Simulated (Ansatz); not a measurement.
# Phonons of InP (F-43m) against volume

Aim: how do the optical modes of InP (F-43m) move with volume?

Main program and level: Ansatz 0.2.0; DFT PBE, scalar-relativistic, plane waves, PAW; PAW set soft_1.

The database entry behind the starting cell differs from later determinations by our own check (0.1 to 0.3 % short, probably kX units), so it need not match the best structure at ambient conditions.

## (1) Starting point

It takes space group F-43m (No. 216, cubic). Conventional cell: a = 5.861 Å, b = 5.861 Å, c = 5.861 Å, α = 90.00°, β = 90.00°, γ = 90.00°. P has 4 In at 2.54 Å nearest. Nearest to In lie 4 P at 2.54 Å. Farther neighbours are not listed.

## (2) Relaxation

The cell and atoms are relaxed, since residual forces and stress would shift the frequencies.

Contents of input.yaml:

```yaml
crystal:
  lattice:
    - [0.0, 2.9305, 2.9305]
    - [2.9305, 0.0, 2.9305]
    - [2.9305, 2.9305, 0.0]
  atoms:
    - { symbol: P, position: [0.75, 0.75, 0.75] }
    - { symbol: In, position: [0.0, 0.0, 0.0] }
kpoints:
  mp_grid: { grid: [8, 8, 8] }
hamiltonian:
  xc: pbe
  pseudopotentials: { kind: paw, azcp: { folder: soft_1 } }
scf:
  occupations: { method: gaussian, width: 0.02 }
output:
  forces: true
  stress: true
  eigenvalues: true
relax:
  adjacent_minimum: "off"
  f_tol: 0.005
  max_steps: 80
  cell: { stress_tol: 0.05 }
```

On the command line:

```console
$ ansatz run input.yaml --threads 4 --pin off --max-ram 10240MiB --backend cpu --events-out ev --progress --plain --runs-dir out
```

Numbers of over 12 decimals in the logs are rounded to 6 here.

The program printed:

```text
Engine: ansatz 0.2.0, aarch64-unknown-linux-gnu
Pseudopotentials: kind: paw
Pseudopotential: P, paw, valence charge 5, recommended cutoff 420 eV (normal), soft_1/P.paw.azcp
Pseudopotential: In, paw, valence charge 13, recommended cutoff 420 eV (normal), soft_1/In.paw.azcp
Functional definition: PBE
  parameter kappa = 0.804
  parameter beta = 0.066725
  exchange = pbe_x(kappa = kappa, mu = beta*pi^2/3)
  correlation = pbe_c(beta = beta)
Crystal: 2 atoms, lattice volume = 50.333 Å³
Basis set: ecut = 420 eV, 941 PW (Γ), exchange–correlation on 60×60×60 points (8 copies of the dense FFT grid, shifted against one another)
Bands: 13, of which v1, the nominal top of the filled ones, is band 9 counted from 1 (8 counted from 0)
Symmetry: 24 space group operations
Space group: F-43m (ITA 216), of the structure as read, at distance tolerance 3.7e-5 Å
k-points: 29 of 512 (time reversal used)
Non-local potential: P, projectors of the file, l = 0: 2, l = 1: 2, l = 2: 1
Non-local potential: In, projectors of the file, l = 0: 2, l = 1: 2, l = 2: 2, l = 3: 1
PAW form: soft (Blöchl's): semilocal exchange-correlation on the pseudo side does not see the compensation charge
PAW one-centre angular grid: P, 110 points (default); XC on 64 Gauss nodes
PAW one-centre angular grid: In, 590 points (default); XC on 64 Gauss nodes
Initial density: superposition of atomic densities (chi_scale 0.1, normalization cell, long waves kept (reshape's long-wave potential 0.00 eV rms))
Initial wavefunctions: pseudopotential atomic-orbital guess
Functional: x = pbe(κ = 0.804, μ = 0.219515), c = pbe(β = 0.066725)
SCF iter   1: F=—  HF=-6354.275951 eV  |F-HF|=—  |Δ(HF+E_count)|=         —  Δρ=3.48e-2  dr2=8.78e-1  ethr=3.10e-3  ⟨swp⟩=6.6  Hψ=2636  notcnv=0
preconditioner: auto → none  [insulator: Δε(μ)=0.994 eV  Ē_g=14.497 eV  σ=0.020 eV  W_gap=1.00  n_scr=14 (ndim 8)  ℏωp=22.2 eV  f_vac=0.000  D(μ)=0.00/eV (n_scr^D=0)  ε∞_Penn≈3.3]
SCF iter   2: F=—  HF=-6354.057166 eV  |F-HF|=—  |Δ(HF+E_count)|=   2.19e-1  Δρ=1.59e-2  dr2=8.99e-2  ethr=3.10e-3  ⟨swp⟩=3.2  Hψ=913  notcnv=0
SCF iter   3: F=—  HF=-6354.048763 eV  |F-HF|=—  |Δ(HF+E_count)|=   8.40e-3  Δρ=6.30e-3  dr2=1.45e-2  ethr=4.99e-4  ⟨swp⟩=2.6  Hψ=659  notcnv=0
SCF iter   4: F=—  HF=-6354.048960 eV  |F-HF|=—  |Δ(HF+E_count)|=   1.97e-4  Δρ=1.05e-3  dr2=3.82e-4  ethr=8.06e-5  ⟨swp⟩=3.7  Hψ=781  notcnv=0
SCF iter   5: F=—  HF=-6354.048873 eV  |F-HF|=—  |Δ(HF+E_count)|=   8.62e-5  Δρ=2.35e-4  dr2=1.28e-5  ethr=2.12e-6  ⟨swp⟩=2.0  Hψ=648  notcnv=0
SCF iter   6: F=—  HF=-6354.048884 eV  |F-HF|=—  |Δ(HF+E_count)|=   1.03e-5  Δρ=2.71e-5  dr2=2.54e-7  ethr=7.13e-8  ⟨swp⟩=3.0  Hψ=653  notcnv=0
SCF iter   7: F=-6354.048884 eV  HF=-6354.048884 eV  |F-HF|=7.69e-10  |Δ(HF+E_count)|=   5.42e-8  Δρ=3.08e-6  dr2=4.53e-9  ethr=5.56e-10  ⟨swp⟩=7.5  Hψ=2026  notcnv=0
SCF 1 converged in 7 iterations: F = -6354.048884 eV  dr2 = 4.53e-9
  greatest PAW one-centre occupation: 0.981 electrons in one spin orbital (limit 2), on the In atom at site 1 (counted from 0), in its partial waves of l = 2
relax step   1: F+E_penalty+E_count = -6354.04888379 eV  Δ(F+E_penalty+E_count) = +0.000e0 eV  max|allowed force component| = 2.776e-16 eV/Å  Δτ_max = 0.0000 Å  P = +3.347 GPa  Ω = 50.333 Å³  (7 SCF iters, dr2 threshold 1.00e-7 eV, accepted)
Crystal: 2 atoms, lattice volume = 53.217 Å³
Basis set: ecut = 420 eV, 1037 PW (Γ), exchange–correlation on 60×60×60 points (8 copies of the dense FFT grid, shifted against one another)
Initial density: handed on by an earlier stage of this run
Initial wavefunctions: those handed on with the density
iter 1 solved again at ethr=3.49e-5 eV; its pass at ethr=3.10e-3 eV (dr2=6.27e-3 eV) is discarded
SCF iter   1: F=—  HF=-6354.075152 eV  |F-HF|=—  |Δ(HF+E_count)|=         —  Δρ=2.43e-3  dr2=6.05e-3  ethr=3.49e-5  ⟨swp⟩=2.0  Hψ=2999  notcnv=0
preconditioner: auto → none  [insulator: Δε(μ)=0.392 eV  Ē_g=14.525 eV  σ=0.020 eV  W_gap=1.00  n_scr=14 (ndim 8)  ℏωp=21.6 eV  f_vac=0.030  D(μ)=0.00/eV (n_scr^D=0)  ε∞_Penn≈3.2]
SCF iter   2: F=—  HF=-6354.073850 eV  |F-HF|=—  |Δ(HF+E_count)|=   1.30e-3  Δρ=9.26e-4  dr2=4.96e-4  ethr=3.36e-5  ⟨swp⟩=2.5  Hψ=630  notcnv=0
SCF iter   3: F=—  HF=-6354.073869 eV  |F-HF|=—  |Δ(HF+E_count)|=   1.86e-5  Δρ=3.89e-4  dr2=8.26e-5  ethr=2.76e-6  ⟨swp⟩=3.0  Hψ=655  notcnv=0
SCF iter   4: F=—  HF=-6354.073908 eV  |F-HF|=—  |Δ(HF+E_count)|=   3.96e-5  Δρ=2.00e-4  dr2=2.21e-5  ethr=4.59e-7  ⟨swp⟩=2.9  Hψ=666  notcnv=0
SCF iter   5: F=—  HF=-6354.073914 eV  |F-HF|=—  |Δ(HF+E_count)|=   6.18e-6  Δρ=4.33e-5  dr2=1.04e-6  ethr=1.23e-7  ⟨swp⟩=3.0  Hψ=665  notcnv=0
SCF iter   6: F=-6354.073915 eV  HF=-6354.073915 eV  |F-HF|=1.12e-8  |Δ(HF+E_count)|=   9.20e-7  Δρ=4.30e-6  dr2=1.35e-8  ethr=1.11e-9  ⟨swp⟩=7.9  Hψ=2109  notcnv=0
SCF 2 converged in 6 iterations: F = -6354.073915 eV  dr2 = 1.35e-8
relax step   2: F+E_penalty+E_count = -6354.07391519 eV  Δ(F+E_penalty+E_count) = -2.503e-2 eV  max|allowed force component| = 9.021e-17 eV/Å  Δτ_max = 0.0000 Å  P = -0.340 GPa  Ω = 53.217 Å³  energy of the carried Pulay correction = -3.133e-4 eV  (6 SCF iters, dr2 threshold 2.00e-7 eV, accepted)
Crystal: 2 atoms, lattice volume = 52.937 Å³
iter 1 solved again at ethr=2.65e-7 eV; its pass at ethr=3.10e-3 eV (dr2=4.77e-5 eV) is discarded
SCF iter   1: F=—  HF=-6354.074282 eV  |F-HF|=—  |Δ(HF+E_count)|=         —  Δρ=2.21e-4  dr2=4.90e-5  ethr=2.65e-7  ⟨swp⟩=2.8  Hψ=2809  notcnv=0
preconditioner: auto → none  [insulator: Δε(μ)=0.440 eV  Ē_g=14.529 eV  σ=0.020 eV  W_gap=1.00  n_scr=14 (ndim 8)  ℏωp=21.7 eV  f_vac=0.019  D(μ)=0.00/eV (n_scr^D=0)  ε∞_Penn≈3.2]
SCF iter   2: F=—  HF=-6354.074269 eV  |F-HF|=—  |Δ(HF+E_count)|=   1.26e-5  Δρ=8.45e-5  dr2=4.01e-6  ethr=2.65e-7  ⟨swp⟩=2.0  Hψ=486  notcnv=0
SCF iter   3: F=—  HF=-6354.074269 eV  |F-HF|=—  |Δ(HF+E_count)|=   4.27e-8  Δρ=3.51e-5  dr2=6.46e-7  ethr=2.23e-8  ⟨swp⟩=3.0  Hψ=644  notcnv=0
SCF iter   4: F=-6354.074270 eV  HF=-6354.074270 eV  |F-HF|=1.01e-8  |Δ(HF+E_count)|=   2.70e-7  Δρ=1.81e-5  dr2=1.74e-7  ethr=1.11e-9  ⟨swp⟩=6.1  Hψ=1905  notcnv=0
SCF 3 converged in 4 iterations: F = -6354.074270 eV  dr2 = 1.74e-7
relax step   3: F+E_penalty+E_count = -6354.07426960 eV  Δ(F+E_penalty+E_count) = -3.544e-4 eV  max|allowed force component| = 1.087e-16 eV/Å  Δτ_max = 0.0000 Å  P = -0.030 GPa  Ω = 52.937 Å³  energy of the carried Pulay correction = -2.837e-4 eV  (4 SCF iters, dr2 threshold 2.00e-7 eV, accepted)
Initial wavefunctions: pseudopotential atomic-orbital guess (no wavefunctions were taken with the density)
iter 1 solved again at ethr=9.75e-7 eV; its pass at ethr=3.10e-3 eV (dr2=1.75e-4 eV) is discarded
SCF iter   1: F=—  HF=-6354.074318 eV  |F-HF|=—  |Δ(HF+E_count)|=         —  Δρ=1.42e-4  dr2=5.97e-7  ethr=9.75e-7  ⟨swp⟩=3.5  Hψ=3805  notcnv=0
eigensolver tolerance schedule: the retry pair's looser diagonalisation over-reported the residual by 292.92 of it (diagonalisation noise at 0.10 of the residual, at the tolerance the schedule requests for it); recorded, not acted on — ethr = c·dr2/N_el stays at c = 1.0e-1
preconditioner: auto → none  [insulator: Δε(μ)=0.438 eV  Ē_g=14.530 eV  σ=0.020 eV  W_gap=1.00  n_scr=14 (ndim 8)  ℏωp=21.7 eV  f_vac=0.020  D(μ)=0.00/eV (n_scr^D=0)  ε∞_Penn≈3.2]
SCF iter   2: F=—  HF=-6354.074504 eV  |F-HF|=—  |Δ(HF+E_count)|=   1.86e-4  Δρ=7.10e-5  dr2=1.47e-7  ethr=3.32e-9  ⟨swp⟩=2.6  Hψ=657  notcnv=0
SCF iter   3: F=—  HF=-6354.074568 eV  |F-HF|=—  |Δ(HF+E_count)|=   6.35e-5  Δρ=9.93e-6  dr2=2.34e-8  ethr=8.14e-10  ⟨swp⟩=2.6  Hψ=582  notcnv=0
SCF iter   4: F=—  HF=-6354.074569 eV  |F-HF|=—  |Δ(HF+E_count)|=   9.06e-7  Δρ=2.40e-6  dr2=6.64e-10  ethr=1.30e-10  ⟨swp⟩=2.0  Hψ=638  notcnv=0
SCF iter   5: F=—  HF=-6354.074569 eV  |F-HF|=—  |Δ(HF+E_count)|=   5.42e-8  Δρ=3.13e-7  dr2=2.02e-11  ethr=3.69e-12  ⟨swp⟩=2.6  Hψ=554  notcnv=0
SCF iter   6: F=-6354.074569 eV  HF=-6354.074569 eV  |F-HF|=2.00e-11  |Δ(HF+E_count)|=  2.17e-10  Δρ=6.17e-8  dr2=8.55e-13  ethr=1.00e-12  ⟨swp⟩=7.0  Hψ=1937  notcnv=0
SCF 4 converged in 6 iterations: F = -6354.074569 eV  dr2 = 8.55e-13
relax step   4: F+E_penalty+E_count = -6354.07456885 eV  Δ(F+E_penalty+E_count) = -2.992e-4 eV  max|allowed force component| = 7.980e-17 eV/Å  Δτ_max = 0.0000 Å  P = -0.029 GPa  Ω = 52.937 Å³  stress off target by 2.94e-2 GPa  SCF on the basis re-selected at this cell (its energy is not comparable with the rows above)  (6 SCF iters)
basis re-selected at this cell: Δ(F+E_penalty+E_count) = -2.992e-4 eV, ΔP = +0.001 GPa vs the last step (what re-selecting the basis moved, of the pressure what is left beyond the Pulay correction that the steps carried, after the strain that the cell walked since its last selection, with what the two solves' SCF thresholds leave and, on support functions, any second-order correction that the steps lacked; it is no m [...]
SCF converged after 6 iterations
Free energy (F): -6354.074569 eV
Harris-Foulkes:  -6354.074569 eV  (|F-HF|=2.00e-11)
Internal energy: -6354.074569 eV  (E = F + TS)
E sigma→0 (E₀):  -6354.074569 eV
Fermi energy:    6.625784 eV
--- Per-component energies (eV) ---
  E_band       = -60.661920
  E_kinetic    = 286.147806
  E_local      = -1361.332291  (includes V_loc(G=0)·N_el)
  E_nonlocal   = 359.524461
  E_hartree    = 545.126983
  E_xc         = -214.821109
  E_vxc        = -149.115775  (∫ρ·V_xc dr)
  E_paw        = -4768.362476  (= ΣΔE_a)
  E_vpaw       = -286.140236  (= ΣTr[D̂ρ^β])
  E_aug_tail   = 0.000141  (compensation charges beyond the density's cutoff)
  E_ewald      = -1200.358084
  E_smearing   = -0.000000  (= −TS)
  E_closure    = 0.000000  (closes the sum)
  Σ components = -6354.074569   (vs F -6354.074569, Δ=0.00e0)
--- Forces (eV/Å), atoms counted from 1 ---
  atom   1  P      0.00000000    -0.00000000    -0.00000000
  atom   2  In     0.00000000     0.00000000     0.00000000
  max |Σ_I F_I| component: 1.09e-16 eV/Å
--- Stress (GPa, compression-positive) ---
       -0.029426       0.000000       0.000000
        0.000000      -0.029426       0.000000
        0.000000       0.000000      -0.029426
  P = ⅓ Tr σ = -0.0294 GPa (-0.294 kbar)
--- Band table (eV; the first three rows and the last of 29) ---
  k-point 0: bands = [... 5 lower, -4.7773, 6.4061, 6.4061, 6.4061, 6.8445, 10.4920, 10.4920, 10.4920]
  k-point 1: bands = [... 5 lower, -4.6129, 4.8554, 6.2356, 6.2356, 7.8624, 10.6054, 10.7516, 10.7516]
  k-point 2: bands = [... 5 lower, -4.1550, 3.0589, 5.8922, 5.8922, 8.0567, 11.1591, 11.1591, 11.5835]
  k-point 28: bands = [... 5 lower, -2.5541, 1.0086, 3.6598, 3.7152, 10.5792, 10.6910, 11.8468, 12.6113]
--- Relaxed structure (3 steps of the walk, 3 accepted, 1 SCFs on fresh bases) ---
  F+E_penalty+E_count = -6354.07456885 eV   max|allowed force component| = 7.980e-17 eV/Å   (the final SCF, on the basis selected at the relaxed cell)
  cell:  # Å, volume = 52.9369 Å³
    - [0, 2.980182, 2.980182]
    - [2.980182, 0, 2.980182]
    - [2.980182, 2.980182, 0]
  atoms:
    - { symbol: P, position: [0.750000, 0.750000, 0.750000] }
    - { symbol: In, position: [0, 0, 0] }
```

Elapsed: 3 s, on 4 threads of Arm Neoverse V1, shared host; peak memory 0.34 GiB.

Relaxation path:

```tsv
step	energy less that of the first step (eV)	largest force component (eV/Å)	pressure (GPa)	volume (Å³)
1	0.0000	0.0000	3.35	50.33
2	-0.0250	0.0000	-0.34	53.22
3	-0.0254	0.0000	-0.03	52.94
4*	-0.0257	0.0000	-0.03	52.94
```

Relaxation steps marked * repeat the geometry before them on a plane-wave basis chosen anew for their cell, so energy and pressure can jump there.

Forces are held to the 24 operations that the run works with; a distortion that breaks them can't arise in this run.

```tsv
conventional cell, symmetrised	before	after	change
a (Å)	5.861	5.960	+1.7 %
b (Å)	5.861	5.960	+1.7 %
c (Å)	5.861	5.960	+1.7 %
volume (Å³/atom)	25.17	26.47	+5.2 %
```

Final coordinates:

```
P In
1.0
     0.00000    2.98018    2.98018
     2.98018    0.00000    2.98018
     2.98018    2.98018    0.00000
P In
1 1
Direct
  0.75000 0.75000 0.75000
  0.00000 0.00000 0.00000
```

Numbers from this step:

```
pressure          : -0.02943 GPa
gap on the k-mesh : 0.4384 eV
volume per atom   : 26.47 Å³
```

In this step the volume went from 25.17 to 26.47 Å³/atom.

## (3) Relaxation

The relaxation is repeated from its end, on the mesh and smearing that suit the cell and gap now reached.

input.yaml, the sections that differ from step 2:

```yaml
crystal:
  lattice:
    - [0.0, 2.9801820651, 2.9801820651]
    - [2.9801820651, 0.0, 2.9801820651]
    - [2.9801820651, 2.9801820651, 0.0]
  atoms:
    - { symbol: P, position: [0.75, 0.75, 0.75] }
    - { symbol: In, position: [0.0, 0.0, 0.0] }
kpoints:
  mp_grid: { grid: [10, 10, 10] }
output:
  forces: true
  stress: true
  eigenvalues: true
  write_density: true
  write_potential: true
  elf: true
  volumetric_format: npy
# hamiltonian, scf, relax: as in step 2
```

The program printed:

```text
[...]
Crystal: 2 atoms, lattice volume = 52.937 Å³
Basis set: ecut = 420 eV, 1037 PW (Γ), exchange–correlation on 60×60×60 points (8 copies of the dense FFT grid, shifted against one another)
Bands: 13, of which v1, the nominal top of the filled ones, is band 9 counted from 1 (8 counted from 0)
Symmetry: 24 space group operations
[...]
k-points: 47 of 1000 (time reversal used)
[...]
k-point 46: bands = [... 5 lower, -2.5617, 0.9935, 3.7105, 3.7582, 10.1940, 10.2894, 12.4180, 12.9361]
--- Relaxed structure (1 steps of the walk, 1 accepted, 1 SCFs on fresh bases) ---
[...]
cell:  # Å, volume = 52.9369 Å³
    - [0.0, 2.9801820651, 2.9801820651]
    - [2.9801820651, 0.0, 2.9801820651]
    - [2.9801820651, 2.9801820651, 0.0]
  atoms:
    - { symbol: P, position: [0.75, 0.75, 0.75] }
    - { symbol: In, position: [0.0, 0.0, 0.0] }
[key lines of the parts left out:]
SCF converged after 5 iterations
Free energy (F): -6354.076372 eV
Fermi energy:    6.624723 eV
P = ⅓ Tr σ = -0.0206 GPa (-0.206 kbar)
```

It took 2.6 s on 4 threads; peak memory 0.36 GiB.

Little changed from the start: no atom moved by 0.005 Å and no cell edge by 0.1 %.

Numbers from this step:

| Item | Value |
| --- | --- |
| pressure | -0.02058 GPa |
| gap on the k-mesh | 0.4389 eV |

In this step the volume went from 26.47 to 26.47 Å³/atom.

## (4) Tight relaxation

A first tight relaxation and response on 12×12×12 k points, not shown, drew a warning on the mesh, so the tight relaxation is repeated on 20×20×20 points.

Contents of input.yaml:

```yaml
crystal:
  lattice:
    - [0.0, 2.9798598427, 2.9798598427]
    - [2.9798598427, 0.0, 2.9798598427]
    - [2.9798598427, 2.9798598427, 0.0]
  atoms:
    - { symbol: P, position: [0.75, 0.75, 0.75] }
    - { symbol: In, position: [0.0, 0.0, 0.0] }
kpoints:
  mp_grid: { grid: [20, 20, 20] }
hamiltonian:
  xc: pbe
  pseudopotentials: { kind: paw, azcp: { folder: soft_1 } }
scf:
  occupations: { method: fixed }
output:
  forces: true
  stress: true
  eigenvalues: true
relax:
  adjacent_minimum: "off"
  f_tol: 0.001
  max_steps: 60
  cell: { stress_tol: 0.01 }
```

The program printed:

```text
[...]
Crystal: 2 atoms, lattice volume = 52.920 Å³
Basis set: ecut = 420 eV, 1037 PW (Γ), exchange–correlation on 60×60×60 points (8 copies of the dense FFT grid, shifted against one another)
Bands: 13, of which v1, the nominal top of the filled ones, is band 9 counted from 1 (8 counted from 0)
Symmetry: 24 space group operations
[...]
k-points: 256 of 8000 (time reversal used)
[...]
k-point 255: bands = [... 5 lower, -2.5529, 1.0107, 3.6611, 3.7166, 10.5832, 10.6938, 11.8510, 12.6142]
--- Relaxed structure (1 steps of the walk, 1 accepted, 1 SCFs on fresh bases) ---
[...]
cell:  # Å, volume = 52.9197 Å³
    - [0.0, 2.9798598427, 2.9798598427]
    - [2.9798598427, 0.0, 2.9798598427]
    - [2.9798598427, 2.9798598427, 0.0]
  atoms:
    - { symbol: P, position: [0.75, 0.75, 0.75] }
    - { symbol: In, position: [0.0, 0.0, 0.0] }
[key lines of the parts left out:]
SCF converged after 5 iterations
Free energy (F): -6354.076963 eV
Fermi energy:    6.408156 eV
P = ⅓ Tr σ = 0.0068 GPa (0.068 kbar)
```

Elapsed: 11 s, on 4 threads; peak memory 0.53 GiB; 42 s of CPU time.

Little changed from the start: no atom moved by 0.005 Å and no cell edge by 0.1 %.

This step gave:

```yaml
pressure: 0.006788 GPa
gap_on_the_k_mesh: 0.4409 eV
volume_per_atom: 26.46 Å³
```

The forces vanish by symmetry and the pressure is 0.007 GPa, within the tolerances set. The cell now holds 26.46 Å³/atom.

(Continued in part 2 of 3.)

[Logs are printed without paths, hosts, clocks, repeated set-up lines and the standing remarks that a program may print on its own settings, such as how far it seeks lower states.]

[Hosts, paths, dates, database ids (printed as entryN), source tags and the programs' standing remarks are cut or masked in the printed files.]
